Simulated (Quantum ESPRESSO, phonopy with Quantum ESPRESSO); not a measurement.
# BAs (F-43m): a volume series of phonon spectra, part 7 of 8

Wanted: mode Grüneisen parameters of BAs and a free-energy fit over volumes.

Measurements to reproduce:
- volume expansion coefficient 11.55 1e-6/K near room temperature (given in “Basic Physical Properties of Cubic Boron Arsenide (three times its linear coefficient)”, 2019, arxiv:1911.11281)
- volume expansion coefficient 10.8 1e-6/K near room temperature (given in “Thermal expansion coefficients of high thermal conducting BAs and BP materials (three times its linear coefficient)”, 2019, arxiv:1906.04101)

Quantum ESPRESSO 7.5; DFT PBE, scalar-relativistic, plane waves, GBRV ultrasoft pseudopotentials.

So far. Step 13 (Self-consistent run, V/V0 0.985): The run ends at a pressure of 2.07 GPa. Step 14 (Zone-centre response): The Born charges sum to zero within 0.0037 e; the rest is removed before use. Acoustic frequencies in this log differ from zero by the error of the sum rule, which ph.x does not impose.

**15. A displaced supercell**

One atom (for the harmonic constants) or a pair of atoms (for the cubic ones) is moved by a few hundredths of an ångström; the forces on all atoms give a column of force constants. The threshold is tight because the forces are small.

System of this step: BAs. The cell holds 54 atoms: 27 B and 27 As. Cell: a = 10.172 Å, b = 10.172 Å, c = 10.172 Å, α = 60.0°, β = 60.0°, γ = 60.0°. It derives from BAs, repeated 3×3×3.

Input file disp-00001.in:

```
&CONTROL
  calculation = 'scf'
  prefix      = 'x'
  outdir      = './tmp'
  pseudo_dir  = './pseudo'
  tprnfor     = .true.
  disk_io     = 'none'
/
&SYSTEM
  ibrav       = 0
  nat         = 54
  ntyp        = 2
  ecutwfc     = 40.0
  ecutrho     = 240.0
  occupations = 'fixed'
  nbnd        = 110
/
&ELECTRONS
  conv_thr         = 1.0d-11
  mixing_beta      = 0.7
  electron_maxstep = 100
/
ATOMIC_SPECIES
 B      10.8100  B.upf
 As     74.9216  As.upf
CELL_PARAMETERS angstrom
     0.000000000    7.192803497    7.192803497
     7.192803497    0.000000000    7.192803497
     7.192803497    7.192803497    0.000000000
ATOMIC_POSITIONS crystal
 B      0.001966151   0.000000000   0.000000000
 B      0.333333333   0.000000000   0.000000000
 B      0.666666667   0.000000000   0.000000000
 B      0.000000000   0.333333333   0.000000000
 B      0.333333333   0.333333333   0.000000000
 B      0.666666667   0.333333333   0.000000000
 B      0.000000000   0.666666667   0.000000000
 B      0.333333333   0.666666667   0.000000000
 B      0.666666667   0.666666667   0.000000000
 B      0.000000000   0.000000000   0.333333333
 B      0.333333333   0.000000000   0.333333333
 B      0.666666667   0.000000000   0.333333333
 B      0.000000000   0.333333333   0.333333333
 B      0.333333333   0.333333333   0.333333333
 B      0.666666667   0.333333333   0.333333333
 B      0.000000000   0.666666667   0.333333333
 B      0.333333333   0.666666667   0.333333333
 B      0.666666667   0.666666667   0.333333333
 B      0.000000000   0.000000000   0.666666667
 B      0.333333333   0.000000000   0.666666667
 B      0.666666667   0.000000000   0.666666667
 B      0.000000000   0.333333333   0.666666667
 B      0.333333333   0.333333333   0.666666667
 B      0.666666667   0.333333333   0.666666667
 B      0.000000000   0.666666667   0.666666667
 B      0.333333333   0.666666667   0.666666667
 B      0.666666667   0.666666667   0.666666667
 As     0.083333333   0.083333333   0.083333333
 As     0.416666667   0.083333333   0.083333333
 As     0.750000000   0.083333333   0.083333333
 As     0.083333333   0.416666667   0.083333333
 As     0.416666667   0.416666667   0.083333333
 As     0.750000000   0.416666667   0.083333333
 As     0.083333333   0.750000000   0.083333333
 As     0.416666667   0.750000000   0.083333333
 As     0.750000000   0.750000000   0.083333333
 As     0.083333333   0.083333333   0.416666667
 As     0.416666667   0.083333333   0.416666667
 As     0.750000000   0.083333333   0.416666667
 As     0.083333333   0.416666667   0.416666667
 As     0.416666667   0.416666667   0.416666667
 As     0.750000000   0.416666667   0.416666667
 As     0.083333333   0.750000000   0.416666667
 As     0.416666667   0.750000000   0.416666667
 As     0.750000000   0.750000000   0.416666667
 As     0.083333333   0.083333333   0.750000000
 As     0.416666667   0.083333333   0.750000000
 As     0.750000000   0.083333333   0.750000000
 As     0.083333333   0.416666667   0.750000000
 As     0.416666667   0.416666667   0.750000000
 As     0.750000000   0.416666667   0.750000000
 As     0.083333333   0.750000000   0.750000000
 As     0.416666667   0.750000000   0.750000000
 As     0.750000000   0.750000000   0.750000000
K_POINTS automatic
 3 3 3 0 0 0
```

On the command line:

```bash
> OMP_NUM_THREADS=1 mpirun -n 4 pw.x -nk 4 -in disp-00001.in > disp-00001.out
```

What it wrote:

```text
[banner, memory and clock lines left out]
Program PWSCF v.7.5

     Message from routine setup:
     using ibrav=0 with symmetry is DISCOURAGED, use correct ibrav instead

     G-vector sticks info

     bravais-lattice index     =            0
     lattice parameter (alat)  =      19.2226  a.u.
     unit-cell volume          =    5022.5143 (a.u.)^3
     number of atoms/cell      =           54
     number of atomic types    =            2
     number of electrons       =       216.00
[...]
atom    1 type  1   force =    -0.00033771   -0.00910080   -0.00910080
     atom    2 type  1   force =     0.00021335    0.00028896    0.00028896
     atom    3 type  1   force =    -0.00020923    0.00027469    0.00027469
[...]
atom   53 type  2   force =     0.00007687   -0.00000877   -0.00000877
     atom   54 type  2   force =     0.00000001   -0.00002375   -0.00002375

     Total force =     0.015204     Total SCF correction =     0.000001
     Message from routine punch:
     Nothing written, as per user request (disk_io='none')
[key lines of the parts left out:]
!    total energy              =   -1260.00626543 Ry
convergence has been achieved in  18 iterations
```

The job ended after 15 min (4 MPI ranks of Arm Neoverse V1, shared host; 61 min of CPU time).

**16. Lattice dynamics at this volume, V/V0 0.985**

This step: DFT PBE, scalar-relativistic, plane waves, GBRV ultrasoft pseudopotentials (phonopy with Quantum ESPRESSO 4.10.0 / 7.5).

Elapsed: 15 min, on 8 threads.

Phonopy, LO-TO term from ph.x's tensors. The phonon branches at the labelled points (cm⁻¹):

| point | branch 1 | branch 2 | branch 3 | branch 4 | branch 5 | branch 6 |
| --- | --- | --- | --- | --- | --- | --- |
| Γ | 0 | 0 | 0 | 691 | 691 | 694 |
| halfway | 149 | 149 | 229 | 657 | 657 | 712 |
| X | 188 | 188 | 315 | 612 | 612 | 721 |
| halfway | 188 | 206 | 308 | 613 | 616 | 717 |
| U | 185 | 241 | 286 | 616 | 626 | 707 |
| jump to K | 185 | 241 | 286 | 616 | 626 | 707 |
| halfway | 132 | 169 | 234 | 663 | 669 | 696 |
| Γ | 0 | 0 | 0 | 691 | 691 | 694 |
| halfway | 110 | 110 | 222 | 675 | 675 | 697 |
| L | 138 | 138 | 306 | 660 | 660 | 694 |
| halfway | 173 | 213 | 289 | 633 | 646 | 697 |
| W | 211 | 247 | 270 | 611 | 631 | 701 |
| halfway | 200 | 210 | 300 | 612 | 620 | 712 |
| X | 188 | 188 | 315 | 612 | 612 | 721 |

The phonon branches as a text plot (rows in cm⁻¹):

```
    706 |********************************************************
    676 |*****                  ****************
    646 |     ****         *****                **********
    616 |         **********                           **********
    586 |
    556 |
    526 |
    496 |
    466 |
    436 |
    406 |
    376 |
    346 |
    316 |          ******                       *****         ***
    286 |         *      **                    *     ****  ***
    255 |       **        ******             **         ****
    225 |     **        **  **  *           *         **  * *
    195 |    *    *********   ** **                  * *** ******
    165 |       **         ******          *        ***
    135 |  *****                *****    **  ********
    105 |                        ****       *
     75 | ***                      ***  ****
     45 | *                          *  *
     15 |*                            **
         Γ           X  U|K            Γ         L        W     X
```

No mode is imaginary beyond numerical noise along the path. The highest zone-centre mode (no LO–TO term) moved by +1.5 % for a volume change of -1.5 %.

The time given is that of the 2 pw.x runs on displaced cells behind this step.

**17. Self-consistent run, V/V0 1.03**

A tight ground state at this cell gives the energy of this member; its pressure is the stress at this cutoff, which can carry an offset from the finite basis.

This step: DFT PBE, scalar-relativistic, plane waves, GBRV ultrasoft pseudopotentials (Quantum ESPRESSO 7.5).

System of this step: BAs. Symmetry: F-43m, No. 216, cubic system. The conventional cell has a = 4.867 Å, b = 4.867 Å, c = 4.867 Å, α = 90.00°, β = 90.00°, γ = 90.00°. Nearest to B lie 4 As at 2.11 Å. Nearest to As lie 4 B at 2.11 Å. Farther neighbours are not listed.

Input file scf.in:

```
&CONTROL
  calculation = 'scf'
  prefix      = 'x'
  outdir      = './tmp'
  pseudo_dir  = './pseudo'
  tprnfor     = .true.
  tstress     = .true.
/
&SYSTEM
  ibrav       = 0
  nat         = 2
  ntyp        = 2
  ecutwfc     = 40.0
  ecutrho     = 240.0
  occupations = 'fixed'
  nbnd        = 6
/
&ELECTRONS
  conv_thr         = 1.0d-12
  mixing_beta      = 0.7
  electron_maxstep = 100
/
ATOMIC_SPECIES
 B      10.8100  B.upf
 As     74.9216  As.upf
CELL_PARAMETERS angstrom
     0.000000000    2.433570539    2.433570539
     2.433570539    0.000000000    2.433570539
     2.433570539    2.433570539    0.000000000
ATOMIC_POSITIONS crystal
 B      0.000000000   0.000000000   0.000000000
 As     0.250000000   0.250000000   0.250000000
K_POINTS automatic
 12 12 12 0 0 0
```

On the command line:

```bash
> OMP_NUM_THREADS=1 mpirun -n 8 pw.x -nk 8 -in scf.in > scf.out
```

What it wrote:

```text
[banner, memory and clock lines left out]
Program PWSCF v.7.5

     Message from routine setup:
     using ibrav=0 with symmetry is DISCOURAGED, use correct ibrav instead

     G-vector sticks info

     bravais-lattice index     =            0
     lattice parameter (alat)  =       6.5037  a.u.
     unit-cell volume          =     194.5174 (a.u.)^3
     number of atoms/cell      =            2
     number of atomic types    =            2
     number of electrons       =         8.00
[...]
atom    2 type  2   force =    -0.00000000   -0.00000000    0.00000000

     Total force =     0.000000     Total SCF correction =     0.000000

     Computing stress (Cartesian axis) and pressure

          total   stress  (Ry/bohr**3)                   (kbar)     P=      -36.58
[...]
-0.00000000  -0.00024865   0.00000000           -0.00      -36.58        0.00
   0.00000000   0.00000000  -0.00024865            0.00        0.00      -36.58

     XML data file, charge density, pseudopotentials, collected wavefunctions
[key lines of the parts left out:]
!    total energy              =     -46.66647844 Ry
convergence has been achieved in  12 iterations
```

It took 2.9 s on 8 MPI ranks.

The run ends at a pressure of -3.66 GPa.

**18. Born charges and dielectric tensor**

In a polar crystal the Born charges and ε∞ give the long-range dipole term that a finite supercell misses. They are those of this k-mesh and were not tested on a denser one; where the gap is small they converge slowly, and the LO modes with them.

Input file ph.in:

```
phonons
&INPUTPH
  prefix = 'x'
  outdir = './tmp'
  fildyn = 'x.dyn'
  tr2_ph = 1.0d-18
  epsil  = .true.
/
0.000000000 0.000000000 0.000000000
```

scf.in is that of step 17.

On the command line:

```bash
> OMP_NUM_THREADS=1 mpirun -n 8 ph.x -nk 8 -in ph.in > ph.out
```

What it wrote:

```text
[banner, memory and clock lines left out]
Program PHONON v.7.5

     ./tmp/x.save/

     IMPORTANT: XC functional enforced from input :
     Exchange-correlation= PBE
                           (   1   4   3   4   0   0   0)
     Any further DFT definition will be discarded
     Please, verify this is what you really want

     G-vector sticks info

     Reading collected, re-writing distributed wavefunctions in ./tmp/

     Number and degeneracy of irreps per q-point
       N         xq(1)         xq(2)         xq(3)   N irreps
[...]
freq (    1) =      -0.109038 [THz] =      -3.637130 [cm-1]
     freq (    2) =      -0.109038 [THz] =      -3.637130 [cm-1]
     freq (    3) =      -0.109038 [THz] =      -3.637130 [cm-1]
     freq (    4) =      19.780751 [THz] =     659.814818 [cm-1]
     freq (    5) =      19.780751 [THz] =     659.814818 [cm-1]
     freq (    6) =      19.780751 [THz] =     659.814818 [cm-1]
 **************************************************************************

     Mode symmetry, T_d (-43m)  point group:

     freq (   1-   3) =         -3.6  [cm-1]   --> T_2  G_15 P_4   I+R
     freq (   4-   6) =        659.8  [cm-1]   --> T_2  G_15 P_4   I+R
```

Elapsed: 29 s, on 8 MPI ranks.

The Born charges sum to zero within 0.0057 e; the rest is removed before use. Acoustic frequencies in this log differ from zero by the error of the sum rule, which ph.x does not impose.

**19. A displaced supercell**

One atom (for the harmonic constants) or a pair of atoms (for the cubic ones) is moved by a few hundredths of an ångström; the forces on all atoms give a column of force constants. The threshold is tight because the forces are small.

System of this step: BAs. The cell holds 54 atoms: 27 B and 27 As. Cell: a = 10.325 Å, b = 10.325 Å, c = 10.325 Å, α = 60.0°, β = 60.0°, γ = 60.0°. It derives from BAs, repeated 3×3×3.

disp-00001.in: that of step 15 with these lines changed.

```diff
@@ -26,7 +26,7 @@
 CELL_PARAMETERS angstrom
-     0.000000000    7.192803497    7.192803497
-     7.192803497    0.000000000    7.192803497
-     7.192803497    7.192803497    0.000000000
+     0.000000000    7.300711618    7.300711618
+     7.300711618    0.000000000    7.300711618
+     7.300711618    7.300711618    0.000000000
 ATOMIC_POSITIONS crystal
- B      0.001966151   0.000000000   0.000000000
+ B      0.001937090   0.000000000   0.000000000
  B      0.333333333   0.000000000   0.000000000
```

On the command line:

```bash
> OMP_NUM_THREADS=1 mpirun -n 4 pw.x -nk 4 -in disp-00001.in > disp-00001.out
```

What it wrote:

```text
[banner, memory and clock lines left out]
Program PWSCF v.7.5

     Message from routine setup:
     using ibrav=0 with symmetry is DISCOURAGED, use correct ibrav instead

     G-vector sticks info

     bravais-lattice index     =            0
     lattice parameter (alat)  =      19.5110  a.u.
     unit-cell volume          =    5251.9693 (a.u.)^3
     number of atoms/cell      =           54
     number of atomic types    =            2
     number of electrons       =       216.00
[...]
atom    1 type  1   force =    -0.00028942   -0.00813204   -0.00813204
     atom    2 type  1   force =     0.00021292    0.00025761    0.00025761
     atom    3 type  1   force =    -0.00015862    0.00022892    0.00022892
[...]
atom   53 type  2   force =     0.00007147   -0.00000467   -0.00000467
     atom   54 type  2   force =    -0.00000006   -0.00002364   -0.00002364

     Total force =     0.013528     Total SCF correction =     0.000002
     Message from routine punch:
     Nothing written, as per user request (disk_io='none')
[key lines of the parts left out:]
!    total energy              =   -1259.99279589 Ry
convergence has been achieved in  18 iterations
```

It took 16 min on 4 MPI ranks; 64 min of CPU time.

**20. Lattice dynamics at this volume, V/V0 1.03**

This step: DFT PBE, scalar-relativistic, plane waves, GBRV ultrasoft pseudopotentials (phonopy with Quantum ESPRESSO 4.10.0 / 7.5).

Wall time 16 min (8 threads).

No mode is imaginary beyond numerical noise along the path. The highest zone-centre mode (no LO–TO term) moved by -3.0 % for a volume change of +3.0 %.

The time given is that of the 2 pw.x runs on displaced cells behind this step.

**21. Self-consistent run, V/V0 0.97**

A tight ground state at this cell gives the energy of this member; its pressure is the stress at this cutoff, which can carry an offset from the finite basis.

This step: DFT PBE, scalar-relativistic, plane waves, GBRV ultrasoft pseudopotentials (Quantum ESPRESSO 7.5).

System of this step: BAs. The structure is cubic, space group F-43m (No. 216). The conventional cell has a = 4.771 Å, b = 4.771 Å, c = 4.771 Å, α = 90.00°, β = 90.00°, γ = 90.00°. Nearest to B lie 4 As at 2.07 Å. Nearest to As lie 4 B at 2.07 Å. Farther neighbours are not listed.

scf.in: that of step 18 with these lines changed.

```diff
@@ -26,5 +26,5 @@
 CELL_PARAMETERS angstrom
-     0.000000000    2.433570539    2.433570539
-     2.433570539    0.000000000    2.433570539
-     2.433570539    2.433570539    0.000000000
+     0.000000000    2.385368294    2.385368294
+     2.385368294    0.000000000    2.385368294
+     2.385368294    2.385368294    0.000000000
 ATOMIC_POSITIONS crystal
```

On the command line:

```bash
> OMP_NUM_THREADS=1 mpirun -n 8 pw.x -nk 8 -in scf.in > scf.out
```

What it wrote:

```text
[banner, memory and clock lines left out]
Program PWSCF v.7.5

     Message from routine setup:
     using ibrav=0 with symmetry is DISCOURAGED, use correct ibrav instead

     G-vector sticks info

     bravais-lattice index     =            0
     lattice parameter (alat)  =       6.3748  a.u.
     unit-cell volume          =     183.1863 (a.u.)^3
     number of atoms/cell      =            2
     number of atomic types    =            2
     number of electrons       =         8.00
[...]
atom    2 type  2   force =     0.00000000    0.00000000   -0.00000000

     Total force =     0.000000     Total SCF correction =     0.000000

     Computing stress (Cartesian axis) and pressure

          total   stress  (Ry/bohr**3)                   (kbar)     P=       42.90
[...]
0.00000000   0.00029164  -0.00000000            0.00       42.90       -0.00
  -0.00000000  -0.00000000   0.00029164           -0.00       -0.00       42.90

     XML data file, charge density, pseudopotentials, collected wavefunctions
[key lines of the parts left out:]
!    total energy              =     -46.66635688 Ry
convergence has been achieved in  12 iterations
```

It took 2.2 s on 8 MPI ranks.

The run ends at a pressure of 4.29 GPa.

**22. Zone-centre response**

In a polar crystal the Born charges and ε∞ give the long-range dipole term that a finite supercell misses. They are those of this k-mesh and were not tested on a denser one; where the gap is small they converge slowly, and the LO modes with them.

ph.in is that of step 18.

scf.in is that of step 21.

On the command line:

```bash
> OMP_NUM_THREADS=1 mpirun -n 8 ph.x -nk 8 -in ph.in > ph.out
```

What it wrote:

```text
[banner, memory and clock lines left out]
Program PHONON v.7.5

     ./tmp/x.save/

     IMPORTANT: XC functional enforced from input :
     Exchange-correlation= PBE
                           (   1   4   3   4   0   0   0)
     Any further DFT definition will be discarded
     Please, verify this is what you really want

     G-vector sticks info

     Reading collected, re-writing distributed wavefunctions in ./tmp/

     Number and degeneracy of irreps per q-point
       N         xq(1)         xq(2)         xq(3)   N irreps
[...]
freq (    1) =       0.317147 [THz] =      10.578886 [cm-1]
     freq (    2) =       0.317147 [THz] =      10.578886 [cm-1]
     freq (    3) =       0.317147 [THz] =      10.578886 [cm-1]
     freq (    4) =      21.032114 [THz] =     701.555810 [cm-1]
     freq (    5) =      21.032114 [THz] =     701.555810 [cm-1]
     freq (    6) =      21.032114 [THz] =     701.555810 [cm-1]
 **************************************************************************

     Mode symmetry, T_d (-43m)  point group:

     freq (   1-   3) =         10.6  [cm-1]   --> T_2  G_15 P_4   I+R
     freq (   4-   6) =        701.6  [cm-1]   --> T_2  G_15 P_4   I+R
```

Wall time 20 s (8 MPI ranks); 2.6 min of CPU time.

ε∞:

```
9.76 0.00 0.00
0.00 9.76 0.00
0.00 0.00 9.76
```

The Born charges sum to zero within 0.0036 e; the rest is removed before use. Acoustic frequencies in this log differ from zero by the error of the sum rule, which ph.x does not impose.

**23. Forces on a displaced cell**

One atom (for the harmonic constants) or a pair of atoms (for the cubic ones) is moved by a few hundredths of an ångström; the forces on all atoms give a column of force constants. The threshold is tight because the forces are small.

System of this step: BAs. The cell holds 54 atoms: 27 B and 27 As. Its edges and angles: a = 10.120 Å, b = 10.120 Å, c = 10.120 Å, α = 60.0°, β = 60.0°, γ = 60.0°. It derives from BAs, repeated 3×3×3.

disp-00001.in: that of step 19 with these lines changed.

```diff
@@ -26,7 +26,7 @@
 CELL_PARAMETERS angstrom
-     0.000000000    7.300711618    7.300711618
-     7.300711618    0.000000000    7.300711618
-     7.300711618    7.300711618    0.000000000
+     0.000000000    7.156104882    7.156104882
+     7.156104882    0.000000000    7.156104882
+     7.156104882    7.156104882    0.000000000
 ATOMIC_POSITIONS crystal
- B      0.001937090   0.000000000   0.000000000
+ B      0.001976234   0.000000000   0.000000000
  B      0.333333333   0.000000000   0.000000000
```

On the command line:

```bash
> OMP_NUM_THREADS=1 mpirun -n 4 pw.x -nk 4 -in disp-00001.in > disp-00001.out
```

What it wrote:

```text
[banner, memory and clock lines left out]
Program PWSCF v.7.5

     Message from routine setup:
     using ibrav=0 with symmetry is DISCOURAGED, use correct ibrav instead

     G-vector sticks info

     bravais-lattice index     =            0
     lattice parameter (alat)  =      19.1245  a.u.
     unit-cell volume          =    4946.0293 (a.u.)^3
     number of atoms/cell      =           54
     number of atomic types    =            2
     number of electrons       =       216.00
[...]
atom    1 type  1   force =    -0.00035253   -0.00944131   -0.00944131
     atom    2 type  1   force =     0.00022200    0.00030368    0.00030368
     atom    3 type  1   force =    -0.00021810    0.00028890    0.00028890
[...]
atom   53 type  2   force =     0.00007939   -0.00001038   -0.00001038
     atom   54 type  2   force =    -0.00000002   -0.00002402   -0.00002402

     Total force =     0.015805     Total SCF correction =     0.000001
     Message from routine punch:
     Nothing written, as per user request (disk_io='none')
[key lines of the parts left out:]
!    total energy              =   -1259.98954192 Ry
convergence has been achieved in  18 iterations
```

It took 14 min on 4 MPI ranks; 57 min of CPU time.

(Part 7 of 8 ends here.)

[Logs are printed without paths, hosts, clocks, repeated set-up lines and the standing remarks that a program may print on its own settings, such as how far it seeks lower states.]

[Hosts, paths, dates, database ids (printed as entryN), source tags and the programs' standing remarks are cut or masked in the printed files.]

[A step with changed settings may run another functional than the one named; its input shows which.]

[Of the runs on displaced cells, only some may be shown.]
